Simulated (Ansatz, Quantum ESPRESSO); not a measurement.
## Equation of state of bcc W

How stiff is bcc W under hydrostatic load? Each row scales the relaxed cell evenly and relaxes the atoms. The phase is followed to these pressures whether or not it stays the stable one.

Calculated with Quantum ESPRESSO 7.5, PBEsol, PseudoDojo 0.4.1 norm-conserving potentials, cutoff 1170 eV, Fermi–Dirac smearing 0.05 eV, k-mesh 19×19×19, no spin polarisation, no spin-orbit coupling.

Reference cell, relaxed at zero pressure with PBEsol (Im-3m): a = 2.7317 Å, b = 2.7317 Å, c = 2.7317 Å, α = 109.47°, β = 109.47°, γ = 109.47°.

```
atom       x       y       z
   W  0.0000  0.0000  0.0000
```

| V (Å³/atom) | V/V0 | P (GPa) | E − E0 (meV/atom) |
| --- | --- | --- | --- |
| 14.7497 | 0.9400 | 22.771 | 63.6 |
| 15.0635 | 0.9600 | 14.397 | 27.3 |
| 15.3773 | 0.9800 | 6.839 | 6.6 |
| 16.0050 | 1.0200 | −6.103 | 6.0 |
| 16.3188 | 1.0400 | −11.601 | 23.5 |

V0 = 15.6911 Å³ an atom, where the residual pressure P0 is +0.011 GPa. **Question.** Fit the Birch–Murnaghan law and give the pressure and the energy at V = 16.6326 Å³ an atom, a row left out above.

With the Eulerian strain f = ½[(V0/V)^(2/3) − 1] and F = (P − P0)/[3f(1 + 2f)^(5/2)], the third-order law is the line F = B0 + (3/2) B0 (B′ − 4) f.

```csv
f,F (GPa)
0.02105,325.02
0.01379,324.79
0.00678,324.61
−0.00656,321.14
−0.01291,320.19
```

A straight line through the 5 rows: the means are 0.00443 for f and 323.15 for F, Σ(Δx)² = 0.0007908 and ΣΔxΔy = 0.1233, so the slope is 0.1233/0.0007908 = 155.89 and the intercept 323.15 − (155.89)(0.00443) = 322.46.

Hence B0 = 322.5 GPa and B′ = 4 + (155.9)/(1.5 × 322.5) = 4.32. For the withheld volume f = −0.01905, F = 319.49 GPa and P = −16.56 GPa, an extrapolation past the fitted rows. The run itself gives −16.55 GPa, so the estimate misses by 0.01 GPa; the fitted rows themselves lie up to 0.05 GPa off the law.

Integrating the same law gives E − E0 = (9/2) B0 V0 f²[1 + (B′ − 4) f] + P0(V0 − V), with 1 GPa Å³ = 6.2415 meV: 51.2 meV an atom. The run itself gives 51.1 meV, so the estimate misses by 0.1 meV, a rounding's worth.

The same fit over all rows at other levels or in other programs gives B0 = 318 GPa with r2SCAN (Ansatz), 323 GPa with PBEsol (Ansatz) and 327 GPa with PBEsol (Quantum ESPRESSO, GBRV).

Measured volume: 15.849 Å³ an atom (doi:10.1007/s002690050070, 298 K), so V0 is −1.0 % off. A stiffness follows the volume as d ln B/d ln V = −B′, which moves B0 by about −4 % when it is taken at the measured volume.

The calculation is for a static lattice, while measurements hold thermal and zero-point motion.

[Logs are printed without paths, hosts, clocks, repeated set-up lines and the standing remarks that a program may print on its own settings, such as how far it seeks lower states.]
